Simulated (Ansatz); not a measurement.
# A low-energy model for WS2 (1H sheet): bands, U and J

How strongly is the local Coulomb interaction screened in WS2 (1H sheet)?

Program: Ansatz 0.2.0. Level of theory: non-magnetic LDA, then constrained RPA, plane waves, PAW. Results are calculated unless marked as measured.

## (1) The starting structure

The cell holds 3 atoms: 1 W and 2 S. Cell: a = 3.125 Å, b = 3.125 Å, c = 30.263 Å, α = 90.0°, β = 90.0°, γ = 120.0°. Vacuum lies along c.

The structure was relaxed with LDA. The structure was generated from a model, not taken from a measurement. The runs that relaxed it are not among those shown. The program's search for lower electronic states was switched off, so nothing shows that the state found is the lowest. Spin-orbit coupling is left out unless a step names it. The default PAW set here is soft_2. Its files were made with PBE. The Coulomb interaction is cut off across the vacuum.

## (2) LDA bands and orbital weights

This step: DFT, LDA, plane waves, PAW.

The input, input.yaml:

```yaml
crystal:
  lattice:
    - [-2.70654956, 1.56262712, 0.0]
    - [0.0, -3.12525424, 0.0]
    - [0.0, 0.0, 30.26341314]
  atoms:
    - { symbol: W, position: [0.0, 0.0, 0.3124002101] }
    - { symbol: S, position: [0.3333333333, 0.6666666667, 0.3639627194] }
    - { symbol: S, position: [0.3333333333, 0.6666666667, 0.2608377008] }
  periodic: [true, true, false]
kpoints:
  mp_grid: { grid: [12, 12, 1] }
  band_path:
    path:
      - [0.0, 0.0, 0.0]
      - [0.5, 0.0, 0.0]
      - [0.33333333, 0.33333333, 0.0]
      - [0.0, 0.0, 0.0]
    npoints: 10
hamiltonian:
  xc: lda
scf:
  occupations: { method: gaussian, width: 0.08 }
  n_extra_bands: 19
  max_iter: 150
  lower_state_search: "off"
output:
  eigenvalues: true
  forces: true
  stress: true
  fatbands: true
  write_density: true
  write_potential: true
  elf: true
  volumetric_format: npy
```

Launch:

```
$ ansatz run input.yaml --threads 8 --pin off --max-ram 14745MiB --backend cpu --events-out ev --progress --plain --runs-dir out
```

Numbers of over 12 decimals in the logs are rounded to 6 here.

The log of the run:

```text
scf.n_extra_bands = 19 over 13 filled bands (N_el = 26.0): the run solves 32 bands
Engine: ansatz 0.2.0, aarch64-unknown-linux-gnu
Pseudopotentials: kind: paw
Pseudopotential: W, paw, valence charge 14, recommended cutoff 420 eV (normal), W.paw.azcp
Pseudopotential: S, paw, valence charge 6, recommended cutoff 420 eV (normal), S.paw.azcp
Functional definition: SPW92
  exchange = slater_x
  correlation = pw_c
Crystal: 3 atoms, lattice volume = 255.988 Å³
Basis set: ecut = 420 eV, 4973 PW (Γ)
Bands: 32, of which v1, the nominal top of the filled ones, is band 13 counted from 1 (12 counted from 0)
Symmetry: 12 space group operations
Space group: P-6m2 (ITA 187), of the structure as read, at distance tolerance 6.3e-5 Å
k-points: 19 of 144 (time reversal used)
Non-local potential: W, projectors of the file, l = 0: 3, l = 1: 2, l = 2: 2, l = 3: 1
Non-local potential: S, projectors of the file, l = 0: 2, l = 1: 2, l = 2: 2
PAW form: soft (Blöchl's): semilocal exchange-correlation on the pseudo side does not see the compensation charge
PAW frozen core: W, regenerated for the run's functional, and the local potential with it (the file was generated under x = pbe(κ = 0.804, μ = 0.219515), c = pbe(β = 0.066725))
PAW frozen core: S, regenerated for the run's functional, and the local potential with it (the file was generated under x = pbe(κ = 0.804, μ = 0.219515), c = pbe(β = 0.066725))
PAW one-centre angular grid: W, 590 points (default); XC on 64 Gauss nodes
PAW one-centre angular grid: S, 110 points (default); XC on 64 Gauss nodes
Initial density: superposition of atomic densities (neutral atoms: chi_scale 0, normalization atom), corrected by the library's trained network
Initial wavefunctions: pseudopotential atomic-orbital guess
Functional: x = slater, c = lda
SCF iter   1: F=—  HF=-11871.604235 eV  |F-HF|=—  |Δ(HF+E_count)|=         —  Δρ=5.29e-3  dr2=1.67e-1  ethr=1.77e-3  ⟨swp⟩=13.0  Hψ=5585  notcnv=0  defer=130
preconditioner: auto → none  [insulator: Δε(μ)=1.958 eV  Ē_g=14.196 eV  σ=0.080 eV  W_gap=1.00  n_scr=16 (ndim 8)  ℏωp=9.8 eV  f_vac=0.766  D(μ)=0.00/eV (n_scr^D=0)  ε∞_Penn≈1.5]
SCF iter   2: F=—  HF=-11871.675922 eV  |F-HF|=—  |Δ(HF+E_count)|=   7.17e-2  Δρ=7.73e-3  dr2=5.83e-1  ethr=6.41e-4  ⟨swp⟩=5.0  Hψ=1275  notcnv=0  defer=269  recentre
SCF iter   3: F=—  HF=-11871.581366 eV  |F-HF|=—  |Δ(HF+E_count)|=   9.46e-2  Δρ=1.89e-3  dr2=4.89e-3  ethr=6.41e-4  ⟨swp⟩=3.7  Hψ=736  notcnv=0  defer=269
SCF iter   4: F=—  HF=-11871.583557 eV  |F-HF|=—  |Δ(HF+E_count)|=   2.19e-3  Δρ=6.07e-4  dr2=1.02e-3  ethr=1.88e-5  ⟨swp⟩=3.5  Hψ=1167  notcnv=0  defer=265
SCF iter   5: F=—  HF=-11871.583458 eV  |F-HF|=—  |Δ(HF+E_count)|=   9.94e-5  Δρ=2.33e-4  dr2=1.29e-4  ethr=3.91e-6  ⟨swp⟩=3.3  Hψ=662  notcnv=0  defer=265
SCF iter   6: F=—  HF=-11871.583434 eV  |F-HF|=—  |Δ(HF+E_count)|=   2.35e-5  Δρ=3.42e-5  dr2=5.32e-6  ethr=4.95e-7  ⟨swp⟩=2.9  Hψ=659  notcnv=0  defer=265
SCF iter   7: F=—  HF=-11871.583424 eV  |F-HF|=—  |Δ(HF+E_count)|=   1.01e-5  Δρ=1.68e-5  dr2=9.11e-7  ethr=2.04e-8  ⟨swp⟩=3.9  Hψ=732  notcnv=0  defer=265
SCF iter   8: F=—  HF=-11871.583424 eV  |F-HF|=—  |Δ(HF+E_count)|=   1.65e-7  Δρ=7.24e-6  dr2=1.39e-7  ethr=3.50e-9  ⟨swp⟩=2.8  Hψ=594  notcnv=0  defer=265
SCF iter   9: F=-11871.583424 eV  HF=-11871.583424 eV  |F-HF|=1.89e-9  |Δ(HF+E_count)|=   4.80e-8  Δρ=7.97e-7  dr2=2.09e-9  ethr=3.85e-10  ⟨swp⟩=34.4  Hψ=8885  notcnv=0
SCF 1 converged in 9 iterations: F = -11871.583424 eV  dr2 = 2.09e-9
  greatest PAW one-centre occupation: 1.000 electrons in one spin orbital (limit 2), on the W atom at site 0 (counted from 0), in its partial waves of l = 0
NSCF: frozen V_eff on 31 k-points
WARN: The output density's exchange-correlation potential varies sharply where the density is thin. Do not read a vacuum level from v_tot or v_xc, or from such a field of the output density. On a cell that repeats whose density bears no net charge and no dipole along the vacuum's axis use v_es (v_loc + v_h of the components); under efield.dipole_correction with no amplitude use v_es + v_field, which holds any externa [...]
SCF converged after 9 iterations
Free energy (F): -11871.583424 eV
Harris-Foulkes:  -11871.583424 eV  (|F-HF|=1.89e-9)
Internal energy: -11871.583424 eV  (E = F + TS)
E sigma→0 (E₀):  -11871.583424 eV
Fermi energy:    -4.951919 eV
--- Per-component energies (eV) ---
  E_band       = -628.353002
  E_kinetic    = 669.995332
  E_local      = -45972.962039  (includes V_loc(G=0)·N_el)
  E_nonlocal   = 65.257485
  E_hartree    = 22583.898719
  E_xc         = -459.457259
  E_vxc        = -416.841280  (∫ρ·V_xc dr)
  E_paw        = -9447.480299  (= ΣΔE_a)
  E_vpaw       = -141.600821  (= ΣTr[D̂ρ^β])
  E_aug_tail   = -0.000067  (compensation charges beyond the density's cutoff)
  E_ewald      = 20688.575155
  E_core_change = 0.589548  (= ΣΔE_core)
  E_smearing   = -0.000000  (= −TS)
  E_closure    = 0.000000  (closes the sum)
  Σ components = -11871.583424   (vs F -11871.583424, Δ=0.00e0)
--- Forces (eV/Å), atoms counted from 1 ---
  atom   1  W      0.00000000     0.00000000     0.00000000
  atom   2  S     -0.00000000    -0.00000000     0.00140532
  atom   3  S     -0.00000000    -0.00000000    -0.00140532
  max |Σ_I F_I| component: 3.24e-17 eV/Å
--- 2D stress c σ (N/m, compression-positive) ---
        0.011398       0.000000       0.000000
        0.000000       0.011398       0.000000
        0.000000       0.000000       0.000000
  P = ½ c Tr σ = 0.0114 N/m
--- Band table (eV; the first three rows and the last of 19) ---
  k-point 0: bands = [... 9 lower, -8.1466, -7.5030, -7.5030, -6.1015, -2.8915, -2.8915, -2.6972, -2.6972, ... 15 higher]
  k-point 1: bands = [... 9 lower, -8.5480, -7.6963, -7.3078, -6.1436, -3.0344, -3.0095, -2.8125, -2.6628, ... 15 higher]
  k-point 2: bands = [... 9 lower, -8.3495, -8.1443, -7.2978, -6.3760, -3.5339, -3.0606, -3.0159, -2.1428, ... 15 higher]
  k-point 18: bands = [... 9 lower, -9.8080, -9.2484, -8.3239, -5.9454, -3.9584, -2.6493, -1.7053, -0.0563, ... 15 higher]
  ° read free of the cell's end (the report's vacuum.weakly_bound_levels)
  °? not known for the slab's own: over its row's bound_up_to_ev there, or no deeper under its free states than its continued_xc_part_ev in size
```

Run time: 6 s. Hardware: 8 threads of Arm Neoverse V2, shared host; peak memory 0.71 GiB.

In the SCF lines HF is the Harris–Foulkes energy and dr2 the Hartree energy of the density residual, in eV; the loop may stop once dr2 is under the threshold and the program's other checks hold. Hψ counts applications of the Hamiltonian.

This step gave:

- filled bands: 13
- gap: 1.987 eV
- valence top at: K
- conduction bottom at: K
- least direct gap: 1.987 eV

The gap is direct, at (0.333, 0.333, 0.000).

The electronic bands at the labelled points (eV, zero at the Fermi level):

```csv
point,band 10,band 11,band 12,band 13,band 14,band 15,band 16,band 17
Γ,-3.19,-2.55,-2.55,-1.15,2.06,2.06,2.25,2.25
halfway,-3.69,-2.93,-2.62,-1.92,1.33,1.70,2.29,3.34
M,-4.45,-3.15,-2.11,-1.92,2.07,2.48,3.10,3.95
halfway,-4.50,-3.76,-3.14,-1.42,1.73,2.79,2.87,3.97
K,-4.86,-4.30,-3.37,-0.99,0.99,2.30,3.25,4.90
halfway,-4.53,-3.24,-2.28,-1.88,1.03,1.94,2.08,3.79
Γ,-3.19,-2.55,-2.55,-1.15,2.06,2.06,2.25,2.25
```

Of the projections kept (W 5d, S 3p), the largest for each band there; the rest of the weight can lie on other orbitals:

```csv
point,band 10,band 11,band 12,band 13,band 14,band 15,band 16,band 17
Γ,S 3p 0.98,W 5d 0.53,W 5d 0.53,W 5d 0.59,S 3p 0.52,S 3p 0.52,S 3p 0.66,S 3p 0.66
M,W 5d 0.50,S 3p 0.82,S 3p 0.92,W 5d 0.46,W 5d 0.94,W 5d 0.71,W 5d 0.40,S 3p 0.50
K,S 3p 0.62,S 3p 0.97,S 3p 0.68,W 5d 0.77,W 5d 0.79,W 5d 0.44,W 5d 0.59,W 5d 0.56
Γ,S 3p 0.98,W 5d 0.53,W 5d 0.53,W 5d 0.59,S 3p 0.52,S 3p 0.52,S 3p 0.66,S 3p 0.66
```

Electrostatic potential energy in the ca plane at fractional y = 0.667, with atoms of S within 0.2 Å of it. With pseudopotentials it is smooth inside the atoms' cores, unlike the true potential.

Ten even steps from '0' (-42 eV) to '9' (0 eV), each cell a mean:
```
99999999999999999999887534688999999999999999
99999999999999999999987534688999999999999999
99999999999999999987777666777789999999999999
99999999999999999962126777741148999999999999
99999999999999999830003788600006999999999999
99999999999999999820103788600006999999999999
99999999999999999861016788730037999999999999
99999999999999999987677766776689999999999999
```
Columns run along c (16.0 Å, from fractional 0.02 to 0.55 of the cell; values clipped at the 3rd and 97th percentile), rows up along a (3.1 Å). Atoms in or near the plane, at fractional coordinates: S at (0.36, 0.33), S at (0.26, 0.33).

Valence density in the ca plane at fractional y = 0.667, with atoms of S within 0.2 Å of it. It is the smooth field of the valence electrons, not physical close to the nuclei.

Ten even steps from '0' (0.0 e/Å³) to '9' (1.1 e/Å³), each cell a mean:
```
00000000000000000001223587322110000000000000
00000000000000000001122587322110000000000000
00000000000000000013444444344421000000000000
00000000000000000258996323489863100000000000
00000000000000000388588423596695100000000000
00000000000000000388488423695596100000000000
00000000000000000258996323589973100000000000
00000000000000000024554444445431000000000000
```
Columns run along c (16.0 Å, from fractional 0.02 to 0.55 of the cell), rows up along a (3.1 Å). Atoms in or near the plane, at fractional coordinates: S at (0.36, 0.33), S at (0.26, 0.33).

## (3) Constrained RPA: W d + anion p, bands v7 to c4, 6×6×1 mesh, medium accuracy

Constrained RPA screens the interaction with every transition except those inside the target bands, which a later many-body model would treat itself.

This step: constrained RPA on LDA, plane waves, PAW.

input.yaml, the sections that differ from step 2:

```yaml
kpoints:
  mp_grid: { grid: [12, 12, 1] }
output:
  crpa:
    kmesh: [6, 6, 1]
    target_bands: [v7, c4]
    projections: [{ species: W, l: d, shell: 5 }, { species: S, l: p, shell: 3 }]
  local_orbitals:
    kmesh: [12, 12, 1]
    orbitals: [{ species: W, l: d, shell: 5 }, { species: S, l: p, shell: 3 }]
    window: { bands: [v7, c4] }
    seedname: lo
# crystal, hamiltonian, scf: as in step 2
```

The log of the run:

```text
[...]
Crystal: 3 atoms, lattice volume = 255.988 Å³
Basis set: ecut = 420 eV, 4973 PW (Γ)
Bands: 32, of which v1, the nominal top of the filled ones, is band 13 counted from 1 (12 counted from 0)
[... 1 set-up line as in the run before ...]
[...]
k-points: 19 of 144 (time reversal used)
[...]
SCF iter   1: F=—  HF=-11871.604228 eV  |F-HF|=—  |Δ(HF+E_count)|=         —  Δρ=5.29e-3  dr2=1.67e-1  ethr=1.77e-3  ⟨swp⟩=13.0  Hψ=5585  notcnv=0  defer=130
[...]
SCF iter   9: F=-11871.583424 eV  HF=-11871.583424 eV  |F-HF|=2.28e-9  |Δ(HF+E_count)|=   4.85e-8  Δρ=9.08e-7  dr2=2.63e-9  ethr=3.85e-10  ⟨swp⟩=20.6  Hψ=6114  notcnv=0
SCF 1 converged in 9 iterations: F = -11871.583424 eV  dr2 = 2.63e-9
[...]
NSCF: frozen V_eff on 22 k-points
[...]
cRPA screening: q 1/36
cRPA screening: q 2/36
cRPA screening: q 4/36 (q-point 3)
cRPA screening: q 6/36 (q-point 4)
cRPA screening: q 7/36
cRPA screening: q 11/36 (q-point 8)
cRPA screening: q 15/36 (q-point 9)
cRPA screening: q 19/36 (q-point 13)
cRPA screening: q 23/36 (q-point 14)
cRPA screening: q 27/36 (q-point 15)
cRPA screening: q 29/36 (q-point 18)
cRPA screening: q 31/36 (q-point 19)
cRPA screening: q 33/36 (q-point 20)
SCF converged after 9 iterations
Free energy (F): -11871.583424 eV
[...]
Internal energy: -11871.583424 eV  (E = F + TS)
E sigma→0 (E₀):  -11871.583424 eV
Fermi energy:    -4.951920 eV
[...]
--- Band table (eV; the first three rows and the last of 19) ---
  k-point 0: bands = [... 9 lower, -8.1466, -7.5030, -7.5030, -6.1015, -2.8915, -2.8915, -2.6972, -2.6972, ... 15 higher]
  k-point 1: bands = [... 9 lower, -8.5480, -7.6963, -7.3078, -6.1436, -3.0344, -3.0095, -2.8125, -2.6628, ... 15 higher]
  k-point 2: bands = [... 9 lower, -8.3495, -8.1443, -7.2978, -6.3760, -3.5339, -3.0606, -3.0159, -2.1428, ... 15 higher]
  k-point 18: bands = [... 9 lower, -9.8080, -9.2484, -8.3239, -5.9454, -3.9584, -2.6493, -1.7053, -0.0563, ... 15 higher]
  ° read free of the cell's end (the report's vacuum.weakly_bound_levels)
[...]
--- cRPA (band scheme, projected local orbitals): target bands 7..17 (1-based), 11 Wannier function(s), 6×6×1 mesh, 34 bands' worth read of 39 solved, ecut_chi 136.0 eV, v(q+G=0) probe_charge, pair densities all_electron ---
  χ-basis size per q: N_G = 855..957
  window electrons = 14.0000, filled by tetrahedron_uncorrected; constrained ε̄⁻¹(q = 0, 0) head = 0.815696; min gauge Gram eig = 0.6351
  Kanamori averages over each shell's own Wannier functions (sites counted from 0, functions from 1):
  Each shell's averages of U are screened by what lies outside the whole window alone: parameters of one model of all the shells.
    Site 0, 5D, 5 of 5 d orbitals (Wannier functions 1, 2, 3, 4, 5; wannier90's mr 1, 2, 3, 4, 5):
      screened: U = 6.0095 eV, U' = 5.3477 eV, J = 0.3506 eV
      screened, to within: U = 1.8e-2 eV, U' = 1.8e-2 eV, J = 5.7e-4 eV
      bare: V = 12.0695 eV, V' = 11.1853 eV, J = 0.4686 eV
    Site 1, 3P, 3 of 3 p orbitals (Wannier functions 6, 7, 8; wannier90's mr 1, 2, 3):
      screened: U = 6.5651 eV, U' = 5.6695 eV, J = 0.4666 eV
      screened, to within: U = 1.7e-2 eV, U' = 1.7e-2 eV, J = 7.7e-4 eV
      bare: V = 12.3157 eV, V' = 10.9799 eV, J = 0.7006 eV
    Site 2, 3P, 3 of 3 p orbitals (Wannier functions 9, 10, 11; wannier90's mr 1, 2, 3):
      screened: U = 6.5651 eV, U' = 5.6695 eV, J = 0.4666 eV
      screened, to within: U = 1.7e-2 eV, U' = 1.7e-2 eV, J = 7.7e-4 eV
      bare: V = 12.3157 eV, V' = 10.9799 eV, J = 0.7006 eV
  Hermiticity witness max|P − P†| over intra, direct and exchange elements: 7.11e-15 eV (screened), 8.90e-16 eV (bare)
  Reality witness max|Im| over intra, direct and exchange elements: 4.79e-9 eV (screened), 5.69e-12 eV (bare)
```

Elapsed: 2.4 min, on 8 threads; peak memory 2.8 GiB.

Numbers from this step:

- U: 6.010 eV
- U prime (inter-orbital): 5.348 eV
- J: 0.3506 eV
- bare V: 12.07 eV
- bare J: 0.4686 eV
- stated bound on U: 0.01703 eV
- U over bare V: 0.4979
- electrons in the window: 14
- head of the constrained inverse dielectric matrix: 0.8157
- least eigenvalue of the projection's overlap: 0.6351
- target functions: 11
- bands in the sums: 34
- r.m.s. miss of the model bands: 0.002181 eV
- width of the target bands: 12.57 eV
- weight of the projected orbitals in the window: 0.9187

On the W d shell, screening brings the on-site interaction from 12.1 eV down to U = 6.01 eV.

Kanamori averages over each shell's functions. Crpa shells, by row:

```csv
site,element,shell,orbitals,U (eV),U' (eV),J (eV),bare V (eV),bare V' (eV),bare J (eV),bound on U (eV)
1,W,5D,5,6.01,5.348,0.3506,12.07,11.19,0.4686,0.01703
2,S,3P,3,6.565,5.67,0.4666,12.32,10.98,0.7006,0.01695
3,S,3P,3,6.565,5.67,0.4666,12.32,10.98,0.7006,0.01695
```

Projected local orbitals of the target window. The electronic bands at the labelled points (eV, zero at the Fermi level; v1 is the highest filled band, c1 the lowest empty one):

```csv
point,v4,v3,v2,v1,c1,c2,c3,c4
Γ,-3.19,-2.55,-2.55,-1.15,2.06,2.06,2.25,2.25
halfway,-3.69,-2.93,-2.62,-1.92,1.33,1.70,2.29,3.34
M,-4.45,-3.15,-2.11,-1.92,2.07,2.48,3.10,3.95
halfway,-4.50,-3.76,-3.14,-1.42,1.73,2.79,2.87,3.97
K,-4.86,-4.30,-3.37,-0.99,0.99,2.30,3.25,4.90
halfway,-4.53,-3.24,-2.28,-1.88,1.03,1.94,2.08,3.79
Γ,-3.19,-2.55,-2.55,-1.15,2.06,2.06,2.25,2.25
```

The same for Kohn-Sham, solved directly:

```csv
point,v4,v3,v2,v1,c1,c2,c3,c4
Γ,-3.19,-2.55,-2.55,-1.15,2.06,2.06,2.25,2.25
M,-4.45,-3.15,-2.11,-1.92,2.07,2.48,3.10,3.95
K,-4.86,-4.30,-3.37,-0.99,0.99,2.30,3.25,4.90
Γ,-3.19,-2.55,-2.55,-1.15,2.06,2.06,2.25,2.25
```

Onsite levels, by row:

```csv
orbital,level less Fermi level (eV)
W1 dz2,-1.362
W1 dxz,-0.0779
W1 dyz,-0.0779
W1 dx2-y2,-1.105
W1 dxy,-1.105
S2 pz,-2.906
S2 px,-2.609
S2 py,-2.609
S3 pz,-2.906
S3 px,-2.609
S3 py,-2.609
```

Largest distinct elements between sites. Hoppings, by row:

```csv
from,to,cell,distance (Å),t (eV)
S2 px,W1 dxz,1 1 0,2.386,1.748
S3 py,W1 dyz,0 0 0,2.386,-1.148
S3 py,W1 dxy,1 1 0,2.386,-1.135
W1 dxz,S2 pz,-1 -1 0,2.386,1.098
S2 py,W1 dxz,0 1 0,2.386,-1.04
S3 pz,S2 pz,0 0 0,3.121,1.016
W1 dx2-y2,S3 px,0 0 0,2.386,0.9939
S3 py,S3 py,0 -1 0,3.125,0.972
S3 pz,W1 dyz,0 0 0,2.386,-0.9509
W1 dx2-y2,W1 dx2-y2,0 -1 0,3.125,-0.8069
W1 dz2,S3 px,-1 -1 0,2.386,0.7989
W1 dxy,W1 dx2-y2,-1 0 0,3.125,0.7685
```

## (4) Outcome

```yaml
w_d_anion_p: U 6.01 eV, U′ 5.35 eV, J 0.35 eV, bare V 12.1 eV
method: constrained RPA on non-magnetic LDA, 6×6×1 mesh, static; search for lower states off
```

**Reading.** For W d + anion p, screening cuts the on-site interaction from 12.07 eV to 6.01 eV (50 %), while J goes only from 0.47 eV to 0.35 eV: the monopole is screened far more than the multipoles. U − 2J differs from U′ by −0.04 eV, so the Kanamori relation holds well. The parent state is non-magnetic and the interaction static (zero frequency); U depends on the window and the orbitals, so it belongs to this model alone. Spin-orbit coupling, which is strong for atoms this heavy, is left out. A window that holds the anion p bands defines a model with explicit ligands; its U belongs to that model and is not the U of DFT+U.

[Paths, hosts, dates, memory and timing lines, banners, echoed tables and standing remarks are left out of the program output.]

[Logs are printed without paths, hosts, clocks, repeated set-up lines and the standing remarks that a program may print on its own settings, such as how far it seeks lower states.]

[Runs of the session that timed out or met a known fault of the program may be left out.]

[Hosts, paths, dates, database ids (printed as entryN), source tags and the programs' standing remarks are cut or masked in the printed files.]
